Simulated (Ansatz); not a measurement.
# Decaying states in the gap of Tl2GeCl6, part 3 of 3

A new crystal, Tl2GeCl6: structure, gap and complex bands. It is built by putting Cl for F, Ge for Sn in the Tl2SnF6 structure of space group P-3m1, with the volume rescaled by atomic radii. The parent structure comes from the Materials Project.

Ansatz 0.2.0; r2SCAN DFT, plane waves, PAW files (the session's first sound run).

So far, gap on path (eV): step 3 (the bulk crystal and its band edges) 2.37.

The structure was built from a prototype and need not be the compound's stable phase.

## Step 7: Band edges at another level, cutoff 1230 eV

This step: r2SCAN DFT, plane waves, norm-conserving files (Ansatz 0.2.0).

The edges again with norm-conserving files, at the same atoms. Against that run the cutoff is 1230 eV against 500.

File input.yaml:

```yaml
crystal:
  lattice:
    - [6.8665553917, 0.0, 0.0]
    - [-3.4332776958, 5.9466114057, 0.0]
    - [0.0, 0.0, 5.9517592755]
  atoms:
    - { symbol: Tl, position: [0.6666666667, 0.3333333333, 0.2110569921] }
    - { symbol: Tl, position: [0.3333333333, 0.6666666667, 0.7889430079] }
    - { symbol: Ge, position: [0.0, 0.0, 0.0] }
    - { symbol: Cl, position: [0.8404395899, 0.1595604101, 0.7785132959] }
    - { symbol: Cl, position: [0.8404395899, 0.6808791798, 0.7785132959] }
    - { symbol: Cl, position: [0.3191208202, 0.1595604101, 0.7785132959] }
    - { symbol: Cl, position: [0.1595604101, 0.8404395899, 0.2214867041] }
    - { symbol: Cl, position: [0.1595604101, 0.3191208202, 0.2214867041] }
    - { symbol: Cl, position: [0.6808791798, 0.8404395899, 0.2214867041] }
kpoints:
  mp_grid: { grid: [4, 4, 4] }
  band_path: { path: [VBM, CBM], npoints: 30 }
scf:
  occupations: { method: fixed }
hamiltonian:
  xc: r2scan
  pseudopotentials: { kind: nc }
output:
  eigenvalues: true
```

On the command line:

```bash
ansatz run input.yaml --threads 2 --pin off --max-ram 4096MiB --backend cpu --events-out ev --progress --plain --runs-dir out
```

The log of the run:

```text
[...]
Crystal: 9 atoms, lattice volume = 243.027 Å³
Basis set: ecut = 1230 eV, 23783 PW (Γ)
Bands: 50, of which v1, the nominal top of the filled ones, is band 41 counted from 1 (40 counted from 0)
Symmetry: 12 space group operations
[...]
k-points: 13 of 64
[...]
SCF iter   1: F=—  HF=-9037.632662 eV  |F-HF|=—  |Δ(HF+E_count)|=         —  Δρ=4.34e-2  dr2=7.15e0  dr2_τ=2.19e0  ethr=3.10e-3  ⟨swp⟩=11.4  Hψ=4326  notcnv=0  defer=100
[...]
SCF iter   9: F=-9034.778475 eV  HF=-9034.778475 eV  |F-HF|=1.27e-8  |Δ(HF+E_count)|=   1.30e-8  Δρ=1.59e-6  dr2=6.57e-9  dr2_τ=5.99e-9  ethr=1.22e-10  ⟨swp⟩=46.4  Hψ=9423  notcnv=0
SCF 1 converged in 9 iterations: F = -9034.778475 eV  dr2 = 6.57e-9
[...]
SCF converged after 9 iterations
Free energy (F): -9034.778475 eV
[...]
Internal energy: -9034.778475 eV  (E = F + TS)
E sigma→0 (E₀):  -9034.778475 eV
Fermi energy:    2.802709 eV
[...]
--- Band table (eV; the first three rows and the last of 13) ---
  k-point 0: bands = [... 37 lower, 2.3815, 2.6588, 2.6588, 2.7302, 5.1727, 8.6052, 9.1380, 9.5467, ... 5 higher]
  k-point 1: bands = [... 37 lower, 2.4106, 2.6611, 2.6902, 2.6902, 5.2911, 8.2838, 8.9497, 9.3785, ... 5 higher]
  k-point 2: bands = [... 37 lower, 2.1587, 2.5793, 2.6831, 2.6831, 5.4484, 7.9796, 9.1154, 9.1789, ... 5 higher]
  k-point 12: bands = [... 37 lower, 2.3100, 2.4795, 2.4797, 2.5871, 6.0453, 8.3086, 8.3485, 8.8116, ... 5 higher]
```

The job ended after 7.4 min (2 threads of Arm Neoverse N1, shared host; peak memory 1.5 GiB).

Numbers from this step:

```yaml
free_energy: -9034.7785 eV
fermi_energy: 2.803 eV
gap_on_the_k_mesh: 2.370 eV
gap_on_path: 2.370 eV, by band count; negative where bands overlap
direct_gap_on_path: 2.442 eV
```

The electronic bands at the labelled points (eV, zero at the Fermi level (highest filled level under fixed occupations); v1 is the highest filled band, c1 the lowest empty one):

| point | v4 | v3 | v2 | v1 | c1 | c2 | c3 | c4 |
| --- | --- | --- | --- | --- | --- | --- | --- | --- |
| VBM | -0.51 | -0.46 | -0.12 | 0.00 | 3.21 | 5.13 | 5.52 | 5.66 |
| halfway | -0.43 | -0.29 | -0.27 | -0.12 | 2.76 | 5.78 | 5.93 | 6.24 |
| CBM | -0.42 | -0.14 | -0.14 | -0.07 | 2.37 | 5.80 | 6.34 | 6.74 |

The searched edges give 2.37 eV, as on the mesh.

## Step 8: Complex bands at another level

This step: r2SCAN DFT, plane waves, norm-conserving files; complex bands by layer matching along the plane's normal (Ansatz 0.2.0).

The complex bands at that level, over its own gap, at (0, 0) and (0, -0.5).

File input.yaml:

```yaml
crystal:
  lattice:
    - [6.866555392, 0.0, 0.0]
    - [3.433277696, 5.946611406, 0.0]
    - [0.0, 0.0, 5.951759276]
  atoms:
    - { symbol: Tl, position: [0.3333333333, 0.3333333333, 0.2110569921] }
    - { symbol: Tl, position: [0.6666666667, 0.6666666667, 0.7889430079] }
    - { symbol: Ge, position: [0.0, 0.0, 0.0] }
    - { symbol: Cl, position: [0.6808791798, 0.1595604101, 0.7785132959] }
    - { symbol: Cl, position: [0.1595604101, 0.6808791798, 0.7785132959] }
    - { symbol: Cl, position: [0.1595604101, 0.1595604101, 0.7785132959] }
    - { symbol: Cl, position: [0.3191208202, 0.8404395899, 0.2214867041] }
    - { symbol: Cl, position: [0.8404395899, 0.3191208202, 0.2214867041] }
    - { symbol: Cl, position: [0.8404395899, 0.8404395899, 0.2214867041] }
kpoints:
  mp_grid: { grid: [4, 4, 4] }
scf:
  occupations: { method: fixed }
hamiltonian:
  xc: r2scan
  pseudopotentials: { kind: nc }
output:
  eigenvalues: true
  transmission:
    leads: [[0, 0]]
    kpoints: [[0.0, 0.0], [0.0, -0.5]]
    e_range: [-1.0, 3.37]
    de: 0.09
```

The log of the run:

```text
Engine: ansatz 0.2.0, aarch64-unknown-linux-gnu
Pseudopotentials: kind: nc
Pseudopotential: Tl, nc, valence charge 13, recommended cutoff 820 eV (normal), Tl.nc.azcp
Pseudopotential: Ge, nc, valence charge 14, recommended cutoff 1230 eV (normal), Ge.nc.azcp
Pseudopotential: Cl, nc, valence charge 7, recommended cutoff 930 eV (normal), Cl.nc.azcp
Functional definition: r2SCAN
  parameter k0 = 0.174
  parameter k1 = 0.065
  parameter a1 = 4.9479
  exchange = r2scan_x(k0 = k0, k1 = k1, a1 = a1)
  correlation = r2scan_c
Error: memory limit exceeded: the `transmission` phase of `transmission` needs 10.70 GiB against the run's memory maximum of 4.00 GiB; largest carriers: transmission 10.33 GiB, unmodelled-tail allowance 0.30 GiB, source scf tables 0.07 GiB, source scf state 0.01 GiB; the layers of output.transmission grow with the square of the cell's cross-section: a lower cutoff or a narrower output.transmission.e_range takes less, and so, most of all in a narrow cell, does a wider de; where no e_range is typed, a fill by count is planned with a gap of 40 thermal energies
with nothing else changed it takes a maximum of at least 10.71 GiB, with nothing to spare, and 11.78 GiB leaves up to a tenth: --max-ram 11.78GiB where that set the maximum, else more of the term that did, and with no share typed, where 11.78 GiB is over 0.88 of the host's memory or its container's limit, a share of 0.88 or more that holds the maximum too (--max-ram-frac F), where one does; The budget is ten eleventh [...]
`transmission` follows the SCF: where the deck gives it k-points, a mesh or a band count of its own, those are what to reduce (not on a resume, whose deck is fixed)
```

Run time: 0.31 s. Hardware: 2 threads; peak memory 0.2 GiB.

The input was rejected at the start.

The program's message: “Error: memory limit exceeded: the `transmission` phase of `transmission` needs 10.70 GiB against the run's memory maximum of 4.00 GiB; largest carriers: transmission 10.33 GiB, unmodelled-tail allowan …”

## Step 9: Outcome

- band gap: 2.37 eV
- least decay constant at mid-gap, normal to (001): 0.331 Å⁻¹
- least decay constant at mid-gap, normal to (100): 0.302 Å⁻¹
- least decay constant on a mesh, normal to (001): 0.331 Å⁻¹

What this shows: With r2SCAN, the slowest decay at the wavevectors tried is κ = 0.302 Å⁻¹, normal to (100). Through such a film the transmission near mid-gap falls as exp(−2κd), a factor of ten every 3.8 Å. The directions tried decay at nearly the same rate. A free electron under a barrier of half the gap would need a mass of 0.29 mₑ to decay at this rate. The compound is made up by substitution; its stability against other phases and against distortions of the cell's symmetry was not tested. r2SCAN still narrows gaps, if less than LDA and GGA do, while spin-orbit coupling, left out here, narrows them in compounds of heavy elements, so the error in κ can go either way.

[Logs are printed without paths, hosts, clocks, repeated set-up lines and the standing remarks that a program may print on its own settings, such as how far it seeks lower states.]

[Hosts, paths, dates, database ids (printed as entryN), source tags and the programs' standing remarks are cut or masked in the printed files.]
